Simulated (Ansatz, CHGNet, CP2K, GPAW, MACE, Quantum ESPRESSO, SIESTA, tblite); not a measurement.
## GPAW runs on phosphorene, 3 layers, N on P sites (72 atoms)

How do the settings of GPAW change the result for phosphorene, 3 layers, N on P sites (72 atoms)? A plane-wave run serves as the yardstick.

Method: the method is named at each step, in GPAW 26.7.0.

**1. The starting structure**

The cell holds 72 atoms: 48 P and 24 N. Its edges and angles: a = 10.340 Å, b = 9.102 Å, c = 29.176 Å, α = 90.0°, β = 90.0°, γ = 90.0°. It derives from P (phosphorene). 3 layers of phosphorene (a = 3.314 Å), 3 x 2 cells, biaxial strain +4 %, every second layer slid by 0.500 of a1; facing planes 3.38, 3.4 Å apart; 16 Å of vacuum; 24 of 72 P replaced by N at random; displaced by a Gaussian of 0.02 Å. Then every atom was moved at random, 0.02 Å r.m.s. a Cartesian component. Regions: layer 1, 24 atoms (18 P and 6 N); layer 2, 24 atoms (9 N and 15 P); layer 3, 24 atoms (9 N and 15 P). Vacuum lies along c.

The yardstick, on the same geometry:

```
method                                           : Kohn-Sham DFT, PBE, PAW, plane waves (Ansatz 0.2.0); cutoff 420 eV, Γ point, fermi-dirac smearing of 0.05 eV; PAW set soft_2
r.m.s. force component                           : 1.578 eV/Å
longest force                                    : 3.85 eV/Å
gap (highest filled to lowest empty level) : 0.3862 eV
SCF cycles                                       : 15
time                                             : 29 s on 4 threads of Arm Neoverse V1, shared host
CPU time                                         : 1.9 min
```

**2. PBE, LCAO dzp, h 0.18 Å**

Method: Kohn-Sham DFT, PBE, PAW, atomic orbitals (dzp).

Contents of run.py:

```python
import numpy as np
from ase.io import read
from gpaw import GPAW, FermiDirac

atoms = read("structure.xyz")
atoms.calc = GPAW(
    mode="lcao",
    basis="dzp",
    h=0.18,
    xc="PBE",
    kpts={"size": (1, 1, 1), "gamma": True},
    occupations=FermiDirac(0.05),
    maxiter=200,
    symmetry={"point_group": False},
    txt="gpaw.txt",
)
energy = atoms.get_potential_energy(force_consistent=True)
forces = atoms.get_forces()
print(f"energy {energy:.6f} eV")
print("forces (eV/A)")
for i, (a, f) in enumerate(zip(atoms, forces)):
    print(f"{i:4d} {a.symbol:2s} {f[0]:10.5f} {f[1]:10.5f} {f[2]:10.5f}")
print(f"Fermi level {atoms.calc.get_fermi_level():.4f} eV")
for k in range(len(atoms.calc.get_ibz_k_points())):
    for s in range(atoms.calc.get_number_of_spins()):
        e = atoms.calc.get_eigenvalues(kpt=k, spin=s)
        n = np.searchsorted(e, atoms.calc.get_fermi_level())
        print(f"k {k} spin {s} levels about the Fermi level:", np.round(e[max(n - 6, 0):n], 4).tolist(), "|", np.round(e[n:n + 6], 4).tolist())
```

Contents of structure.xyz:

```xyz
72
Lattice="10.33970 0.00000 0.00000 0.00000 9.10210 0.00000 0.00000 0.00000 29.17600" Properties=species:S:1:pos:R:3 pbc="T T T"
P 10.28604 0.38311 10.15208
P 0.00507 8.71808 8.00619
N 1.77016 1.89160 10.17484
P 1.73707 2.64725 7.93237
P 10.32295 4.88728 10.12378
P 10.32688 4.15138 7.96913
P 1.75765 6.44192 10.13691
P 1.77047 7.22898 7.98372
P 3.45522 0.31612 10.14362
P 3.45584 8.72855 7.96913
P 5.18825 1.93656 10.17163
P 5.19963 2.64816 7.97555
P 3.45770 4.98413 10.12874
N 3.50288 4.25287 8.02282
N 5.15610 6.46832 10.12932
P 5.15827 7.23408 8.01873
P 6.89337 0.36882 10.14537
P 6.84860 8.75822 7.94521
N 8.65309 1.93383 10.14187
P 8.67025 2.64680 7.95775
P 6.91147 4.92214 10.12028
N 6.85667 4.19816 8.01115
N 8.56375 6.48179 10.08614
P 8.60790 7.17901 7.98926
N 1.69581 0.36845 15.62608
N 1.76954 8.68413 13.54087
P 3.41407 1.89797 15.71303
N 3.44302 2.68648 13.51724
P 1.68796 4.88801 15.69756
P 1.72849 4.20890 13.50732
P 3.47455 6.46149 15.69231
P 3.40114 7.15753 13.52278
N 5.14989 0.35935 15.65176
P 5.15558 8.72982 13.45831
P 6.86939 1.92983 15.64767
P 6.91137 2.63879 13.48515
P 5.18856 4.92169 15.68473
P 5.18919 4.15556 13.54029
N 6.89493 6.40997 15.60303
P 6.91147 7.19166 13.50586
N 8.61049 0.33814 15.66226
P 8.59498 8.73874 13.49944
P 10.33360 1.91981 15.67685
P 0.01675 2.63469 13.50528
N 8.62745 4.94417 15.69844
N 8.62434 4.19188 13.49565
P 10.32812 6.48525 15.65030
N 10.29131 7.19994 13.56480
N 10.28914 0.35389 21.15785
P 0.01127 8.75267 19.06652
N 1.74896 1.91035 21.17361
P 1.71691 2.68002 19.00379
P 0.01375 4.94417 21.19461
P 0.03650 4.23484 19.08606
N 1.74214 6.49717 21.19782
P 1.74638 7.17318 19.03938
[... 12 atom lines left out ...]
P 6.87528 4.91595 21.17098
N 6.89100 4.16649 19.09423
P 8.61266 6.48461 21.16164
N 8.60811 7.21123 19.07031
```

The run is started by

```
OMP_NUM_THREADS=1 python run.py > output.txt
```

The log of the run:

```text
energy -352.818168 eV
forces (eV/A)
   0 P     0.17372    2.59399   -0.07052
   1 P    -0.23070    0.01614    0.36165
   2 N    -0.25926   -1.87388   -2.75044
   3 P     1.20625    0.95595    2.71477
   4 P    -0.85958    1.34162   -0.13712
   5 P     0.33357   -0.04593    0.43662
   6 P    -0.41127   -0.14455   -0.43452
   7 P    -0.51784   -0.15872    0.32340
   8 P    -0.98399    1.87143   -0.13936
   9 P     0.22020    0.20923    0.58575
  10 P    -0.19149   -0.46778   -0.71358
  11 P     0.11023    2.88007    0.80729
  12 P     1.66953    0.19927   -2.16269
  13 N    -0.15681   -1.99499    2.23800
  14 N    -0.06517   -1.90537   -2.41979
  15 P     0.02387   -0.75836    2.16845
  16 P     1.12794    1.36283   -0.47809
  17 P     0.45523   -0.28783    0.82080
  18 N     0.06430   -2.11355   -2.72530
  19 P    -1.64481    0.42418    2.50506
  20 P    -0.04545    2.08968   -2.46942
  21 N     0.13820   -1.82016    2.62646
  22 N    -0.15928   -2.12847   -2.52499
  23 P    -0.11598   -0.19284    2.30372
[...]
64 P     0.21833    2.42256    0.13149
  65 P     0.98404   -1.26283    0.01863
  66 N    -0.16672   -2.05611   -3.00658
  67 P    -1.17812    1.02213    2.68563
  68 P    -1.03650    0.80288   -2.26789
  69 N    -0.18969   -1.79350    2.25238
  70 P    -0.06851   -0.00158   -2.43817
  71 N     0.05788    2.00039    2.47630
Fermi level -0.8270 eV
k 0 spin 0 levels about the Fermi level: [-1.6495, -1.6374, -1.5972, -1.3494, -1.2004, -1.0352] | [-0.6191, -0.4271, -0.3802, -0.3332, -0.2069, -0.1886]
```

gpaw.txt:

```text
Input parameters:
  mode=LCAO(),
  basis={'default': 'dzp'},
  h=0.18,
  kpts=MonkhorstPack(size=(1, 1, 1), gamma=True),
  maxiter=200,
  occupations=Occupations(name='fermi-dirac', width=0.05, fixmagmom=False),
  symmetry=Symmetry(point_group=False),
  xc=XC(name='PBE')
Unit cell  # Å
| periodic |         x |        y |         z |   lengths |    angles |
|----------|-----------|----------|-----------|-----------|-----------|
|      yes | 10.339700 | 0.000000 |  0.000000 | 10.339700 | 90.000000 |
|      yes |  0.000000 | 9.102100 |  0.000000 |  9.102100 | 90.000000 |
|      yes |  0.000000 | 0.000000 | 29.176000 | 29.176000 | 90.000000 |
Number of symmetries: 1
Symmetry operations  # r_c * U_cc + t_c -> r_c
|   | kind |            matrix            |
|---|------|------------------------------|
| 0 |  E   |  1, 0, 0,  0, 1, 0,  0, 0, 1 |
BZ-sampling:
  Number of BZ points: 1
  Number of IBZ points: 1
  Monkhorst-Pack size: [1, 1, 1]
  Monkhorst-Pack shift: [0, 0, 0]
[... lines left out ...]
  Fermi-Dirac:
[... lines left out ...]
    Stencil: 6*3+1=19 point O(h^6) finite-difference Laplacian
xc functional:
  name: PBE with 2 nearest neighbor stencil
interpolation: tri-quintic # 5. degree polynomial
Initialization done in: 11.294 s
convergence criteria:
- Maximum [total energy] change in last 3 cyles: 0.0005 eV / valence electron
- Maximum integral of absolute [dens]ity change: 0.0001 electrons / valence electron
- Maximum integral of absolute [eigenst]ate change: 4e-08 eV^2 / valence electron
maximum number of iterations: 200
SCF iterations
|iter     |      energy | eigst |  dens |
|---------|-------------|-------|-------|
|iter:   1| -369.455985 |      c|       |
|iter:   2| -361.826939 |      c| -0.87 |
|iter:   3| -364.076770 |      c| -0.96 |
|iter:   4| -360.460484 |      c| -1.08 |
[...]
|iter:   9| -353.076715 |      c| -1.67 |
|iter:  10| -352.992182 |      c| -1.88 |
|iter:  11| -352.900618c|      c| -2.02 |
|iter:  12| -352.853093c|      c| -2.21 |
|iter:  13| -352.838161c|      c| -2.44 |
[...]
|iter:  21| -352.809761c|      c| -3.55 |
|iter:  22| -352.809710c|      c| -3.82 |
|iter:  23| -352.809724c|      c| -4.06c|
Converged in 23 steps
SCF loop duration: 155.384 s (6.756 s/step)
Energy contributions relative to reference atoms: (reference = -482101.171719)
Energy contributions:
  Kinetic:        -161.505588
  Coulomb:          30.872516
  Zero:              4.379536
  External:          0.000000
  Xc:             -226.547745
  Entropy:          -0.016887
  Spinorbit:         0.000000
  ----------------------------
  Free energy:    -352.818168
  Extrapolated:   -352.809724
dipole moment: (46.071794, 12.975631, -0.841625)  # |e|*Ang
Fermi level: -0.827
Eigenvalues  # (at kpt = [0.000, 0.000, 0.000])
| band index |      eig [eV] | occ [0-2] |
|------------|---------------|-----------|
|          0 |       -15.295 |     2.000 |
|        ... |               |           |
|        172 |        -1.743 |     2.000 |
|        173 |        -1.702 |     2.000 |
[...]
|        187 |        -0.035 |     0.000 |
|        ... |               |           |
|        219 |         1.421 |     0.000 |
Gap: 0.416 eV
Transition (v -> c):
  (s=0, k=0, n=179, [0.00, 0.00, 0.00]) -> (s=0, k=0, n=180, [0.00, 0.00, 0.00])
No difference between direct/indirect transitions
Force computation time: 11.486  # s
timing:  # [seconds]
  Total:  178.185  # ━━━━━━━━━━━━━━━━━━━━━━━━━━━━━━━━━━━━━━━━━━━━━━━━━━━━━━━━
  Init:    11.293  # ━━━╸
  SCF:    155.384  # ━━━━━━━━━━━━━━━━━━━━━━━━━━━━━━━━━━━━━━━━━━━━━━━━━
  Forces:  11.486  # ━━━╸
```

Elapsed: 3 min, on 1 thread of Arm Neoverse V1, shared host; peak memory 1.9 GiB.

Banners, paths, timers and routine set-up lines are dropped from the logs unmarked, and long logs keep their key lines alone; longer cuts are marked.

Numbers from this run, and their distance from the reference:

```yaml
r_m_s_force_component: 1.517 eV/Å
r_m_s_difference_of_force_components: 129.2 meV/Å
longest_difference_of_force_vectors: 327 meV/Å
force_difference_over_r_m_s_force: 8.19 %
slope_of_forces_against_the_reference_s: 0.9589
correlation_of_force_components: 0.9973
spacing_of_highest_filled_and_lowest_empty_level: 0.4161 eV
gap_difference: 0.0299 eV
```

Length of the force difference by element (eV/Å):

| element | atoms | mean | most |
| --- | --- | --- | --- |
| N | 24 | 0.16 | 0.25 |
| P | 48 | 0.24 | 0.33 |

Levels nearest the highest filled one (eV from it): -0.61, -0.60, -0.56, -0.31, -0.17, 0.00, 0.42, 0.61, 0.66, 0.70, 0.83, 0.85.

Local excerpt of 12 atoms (numbers count through the whole input) about N55, which bears the longest force; x, y, z are measured from there.

| atom | x | y | z | distance (Å) | Fx | Fy | Fz (eV/Å) |
| --- | --- | --- | --- | --- | --- | --- | --- |
| N55 | 0.00 | 0.00 | 0.00 | 0.00 | 0.28 | -2.30 | -2.92 |
| P56 | 0.00 | 0.68 | -2.16 | 2.26 | -0.32 | 0.14 | 2.56 |
| P61 | 1.68 | -1.57 | -0.05 | 2.30 | 0.20 | 1.87 | -2.07 |
| P53 | -1.73 | -1.55 | 0.00 | 2.32 | 0.92 | 1.43 | 0.27 |
| P57 | 1.75 | 2.96 | -0.02 | 3.44 | -0.28 | 2.73 | -0.22 |
| N63 | 3.45 | -0.08 | 0.00 | 3.45 | -0.29 | -1.99 | -2.70 |
| N49 | -1.79 | 2.96 | -0.04 | 3.46 | -0.04 | 1.61 | -2.65 |
| P71 | -3.47 | -0.01 | -0.04 | 3.47 | -0.07 | 0.00 | -2.44 |
| P54 | -1.71 | -2.26 | -2.11 | 3.53 | -0.22 | -0.51 | -0.20 |
| P50 | -1.73 | 2.26 | -2.13 | 3.55 | -1.21 | -0.63 | 2.50 |
| P58 | 1.73 | 2.23 | -2.17 | 3.56 | -0.14 | -0.12 | 0.45 |
| N62 | 1.72 | -2.33 | -2.17 | 3.62 | 0.02 | -1.72 | 2.51 |

Atoms are counted from 1 here, from 0 in the log.

Forces lie 8.2 % from the reference's, at 1.6 times its CPU time (on 1 against 4 cores).

**3. PBE, grid h 0.2 Å**

Method: Kohn-Sham DFT, PBE, PAW, finite differences on a real-space grid.

Edit run.py of step 2 so:

```diff
@@ -3,2 +3,3 @@
 from gpaw import GPAW, FermiDirac
+from ase.parallel import parprint as print
 
@@ -6,5 +7,4 @@
 atoms.calc = GPAW(
-    mode="lcao",
-    basis="dzp",
-    h=0.18,
+    mode="fd",
+    h=0.2,
     xc="PBE",
@@ -14,2 +14,3 @@
     symmetry={"point_group": False},
+    nbands=216,
     txt="gpaw.txt",
```

structure.xyz is that of step 2.

The run is started by

```
OMP_NUM_THREADS=1 mpirun -np 4 gpaw python run.py > output.txt
```

The log of the run:

```text
energy -366.483009 eV
forces (eV/A)
   0 P     0.12947    2.67345   -0.31817
   1 P    -0.22948   -0.12990    0.49911
   2 N    -0.15335   -2.20745   -2.96175
   3 P     1.11301    1.09088    2.77698
   4 P    -0.79610    1.44952   -0.34667
   5 P     0.30072   -0.22385    0.57438
   6 P    -0.35833   -0.30113   -0.61382
   7 P    -0.51805    0.03495    0.49155
   8 P    -0.94401    1.95216   -0.37555
   9 P     0.22100    0.00984    0.72126
  10 P    -0.16740   -0.60810   -0.87885
  11 P     0.13030    2.95149    0.98160
  12 P     1.59269    0.39705   -2.31040
  13 N    -0.06551   -1.89716    2.40794
  14 N     0.00685   -2.27800   -2.56037
  15 P    -0.00109   -0.48533    2.29232
  16 P     1.03177    1.50111   -0.67527
  17 P     0.41792   -0.44740    0.95253
  18 N     0.11959   -2.41855   -2.86937
  19 P    -1.53021    0.58444    2.58181
  20 P    -0.02698    2.18769   -2.63192
  21 N     0.13987   -2.14098    2.71004
  22 N    -0.27702   -2.39922   -2.49773
  23 P    -0.09159    0.00341    2.42125
[...]
64 P     0.18853    2.46858   -0.06544
  65 P     0.93776   -1.35675    0.22322
  66 N    -0.23059   -2.32708   -2.78661
  67 P    -1.11653    1.16190    2.79735
  68 P    -1.00634    0.96365   -2.37905
  69 N    -0.13995   -2.12495    2.24492
  70 P    -0.05941   -0.17263   -2.55677
  71 N    -0.12975    2.33223    2.52565
Fermi level -0.9562 eV
k 0 spin 0 levels about the Fermi level: [-1.7709, -1.7471, -1.7066, -1.4637, -1.3109, -1.1477] | [-0.765, -0.5697, -0.5327, -0.4816, -0.3525, -0.3261]
```

gpaw.txt:

```text
Input parameters:
  mode=FD(),
  h=0.2,
  kpts=MonkhorstPack(size=(1, 1, 1), gamma=True),
  maxiter=200,
  nbands=216,
  occupations=Occupations(name='fermi-dirac', width=0.05, fixmagmom=False),
  symmetry=Symmetry(point_group=False),
  xc=XC(name='PBE')
Diagonalizing LCAO Hamiltonian
Converting LCAO to fd mode
       .------------------------.
      /|                        |
[... lines left out ...]
  Converge bands: occupied
[... lines left out ...]
  Fermi-Dirac:
[... lines left out ...]
convergence criteria:
- Maximum [total energy] change in last 3 cyles: 0.0005 eV / valence electron
[... lines left out ...]
Converged in 31 steps
[... lines left out ...]
  Coulomb:          13.914081
  Zero:             12.433135
  External:          0.000000
  Xc:             -225.682386
  Entropy:          -0.022018
  Spinorbit:         0.000000
  ----------------------------
  Free energy:    -366.483009
  Extrapolated:   -366.472000
dipole moment: (46.076028, 12.812923, -0.843446)  # |e|*Ang
Fermi level: -0.956
Eigenvalues  # (at kpt = [0.000, 0.000, 0.000])
| band index |      eig [eV] | occ [0-2] |
|------------|---------------|-----------|
|          0 |       -15.302 |     2.000 |
|        ... |               |           |
|        172 |        -1.851 |     2.000 |
|        173 |        -1.811 |     2.000 |
[...]
|        187 |        -0.180 |     0.000 |
|        ... |               |           |
|        215 |         1.159 |     0.000 |
Gap: 0.383 eV
Transition (v -> c):
  (s=0, k=0, n=179, [0.00, 0.00, 0.00]) -> (s=0, k=0, n=180, [0.00, 0.00, 0.00])
No difference between direct/indirect transitions
Force computation time: 2.850  # s
```

Run time: 4.6 min. Hardware: 4 MPI ranks; peak memory 3.8 GiB.

Against the reference:

- r.m.s. force component: 1.607 eV/Å
- r.m.s. difference of force components: 84.72 meV/Å
- longest difference of force vectors: 316.7 meV/Å
- force difference over r.m.s. force: 5.369 %
- slope of forces against the reference's: 1.017
- correlation of force components: 0.9988
- gap (highest filled to lowest empty level): 0.3827 eV
- gap difference: -0.0035 eV

Against the first run (8.2 %), the force difference from the reference is 5.4 %, at 6.1 times the CPU time (on 4 against 1 cores).

The difference per atom is largest on N (0.25 eV/Å on average, against 0.029 on P). The forces add up to 1.1 eV/Å instead of zero, usually a sign of too coarse a grid.

**4. LDA, LCAO dzp, h 0.18 Å**

Method: Kohn-Sham DFT, LDA, PAW, atomic orbitals (dzp).

Edit run.py of step 3 so:

```diff
@@ -3,3 +3,2 @@
 from gpaw import GPAW, FermiDirac
-from ase.parallel import parprint as print
 
@@ -7,5 +6,6 @@
 atoms.calc = GPAW(
-    mode="fd",
-    h=0.2,
-    xc="PBE",
+    mode="lcao",
+    basis="dzp",
+    h=0.18,
+    xc="LDA",
     kpts={"size": (1, 1, 1), "gamma": True},
@@ -14,3 +14,2 @@
     symmetry={"point_group": False},
-    nbands=216,
     txt="gpaw.txt",
```

structure.xyz is that of step 3.

The run is started by

```
OMP_NUM_THREADS=1 python run.py > output.txt
```

The log of the run:

```text
energy -389.627169 eV
forces (eV/A)
   0 P     0.15759    2.70639   -0.15730
   1 P    -0.22573   -0.03583    0.56399
   2 N    -0.25979   -1.97672   -2.86821
   3 P     1.21731    1.02199    2.96892
   4 P    -0.89068    1.38495   -0.21741
   5 P     0.31049   -0.11814    0.64105
   6 P    -0.37295   -0.18833   -0.51863
   7 P    -0.49717   -0.07928    0.54534
   8 P    -1.01058    1.91924   -0.22347
   9 P     0.21853    0.13133    0.78637
  10 P    -0.17532   -0.49645   -0.77916
  11 P     0.13012    2.99092    1.02729
  12 P     1.69378    0.29291   -2.28958
  13 N    -0.15668   -2.07865    2.45945
  14 N    -0.09771   -2.00022   -2.56071
  15 P     0.01218   -0.68245    2.44143
  16 P     1.14297    1.42555   -0.54268
  17 P     0.42685   -0.32798    1.01373
  18 N     0.06628   -2.21225   -2.84862
  19 P    -1.64066    0.50687    2.76010
  20 P    -0.04040    2.18599   -2.58825
  21 N     0.13265   -1.93573    2.84008
  22 N    -0.16810   -2.21527   -2.69284
  23 P    -0.10141   -0.15752    2.57747
[...]
64 P     0.21686    2.51623   -0.10403
  65 P     1.01729   -1.32552    0.11892
  66 N    -0.14797   -2.19370   -3.20480
  67 P    -1.20453    1.06498    2.79734
  68 P    -1.09048    0.87864   -2.54836
  69 N    -0.19197   -1.92507    2.43474
  70 P    -0.06163   -0.02990   -2.71567
  71 N     0.05933    2.13563    2.67690
Fermi level -1.0444 eV
k 0 spin 0 levels about the Fermi level: [-1.8569, -1.8276, -1.7953, -1.5409, -1.3913, -1.2186] | [-0.8699, -0.69, -0.6334, -0.5848, -0.4701, -0.4586]
```

gpaw.txt:

```text
Input parameters:
  mode=LCAO(),
  basis={'default': 'dzp'},
  h=0.18,
  kpts=MonkhorstPack(size=(1, 1, 1), gamma=True),
  maxiter=200,
  occupations=Occupations(name='fermi-dirac', width=0.05, fixmagmom=False),
  symmetry=Symmetry(point_group=False),
  xc=XC(name='LDA')
Unit cell  # Å
| periodic |         x |        y |         z |   lengths |    angles |
[... lines left out ...]
  Fermi-Dirac:
[... lines left out ...]
convergence criteria:
- Maximum [total energy] change in last 3 cyles: 0.0005 eV / valence electron
[... lines left out ...]
Converged in 19 steps
[... lines left out ...]
  Free energy:    -389.627169
  Extrapolated:   -389.612860
dipole moment: (46.033576, 12.855071, -0.877286)  # |e|*Ang
Fermi level: -1.044
Eigenvalues  # (at kpt = [0.000, 0.000, 0.000])
| band index |      eig [eV] | occ [0-2] |
|------------|---------------|-----------|
|          0 |       -15.404 |     2.000 |
|        ... |               |           |
|        172 |        -1.939 |     2.000 |
|        173 |        -1.903 |     2.000 |
[...]
|        187 |        -0.306 |     0.000 |
|        ... |               |           |
|        219 |         1.163 |     0.000 |
Gap: 0.349 eV
Transition (v -> c):
  (s=0, k=0, n=179, [0.00, 0.00, 0.00]) -> (s=0, k=0, n=180, [0.00, 0.00, 0.00])
No difference between direct/indirect transitions
Force computation time: 11.527  # s
timing:  # [seconds]
  Total:  128.774  # ━━━━━━━━━━━━━━━━━━━━━━━━━━━━━━━━━━━━━━━━━━━━━━━━━━━━━━━━
  Init:     8.984  # ━━━━
  SCF:    108.239  # ━━━━━━━━━━━━━━━━━━━━━━━━━━━━━━━━━━━━━━━━━━━━━━━
  Forces:  11.527  # ━━━━━
```

Elapsed: 2.2 min, on 1 thread; peak memory 1.9 GiB.

Numbers from this run, and their distance from the reference:

```
r.m.s. force component                           : 1.61 eV/Å
r.m.s. difference of force components            : 98.28 meV/Å
longest difference of force vectors              : 283.7 meV/Å
force difference over r.m.s. force               : 6.228 %
slope of forces against the reference's          : 1.018
correlation of force components                  : 0.9983
gap (highest filled to lowest empty level) : 0.3487 eV
gap difference                                   : -0.0375 eV
```

Against the first run (8.2 %), the force difference from the reference is 6.2 %, at 0.72 times the CPU time; another functional landing nearer a PBE reference means that errors partly cancel.

(Continued in part 2 of 2.)

[Also dropped from logs without a mark: logging warnings of Python, and SIESTA's first energy breakdown and zero terms.]

[Logs are printed without paths, hosts, clocks, repeated set-up lines and the standing remarks that a program may print on its own settings, such as how far it seeks lower states.]

[Hosts, paths, dates, database ids (printed as entryN), source tags and the programs' standing remarks are cut or masked in the printed files.]
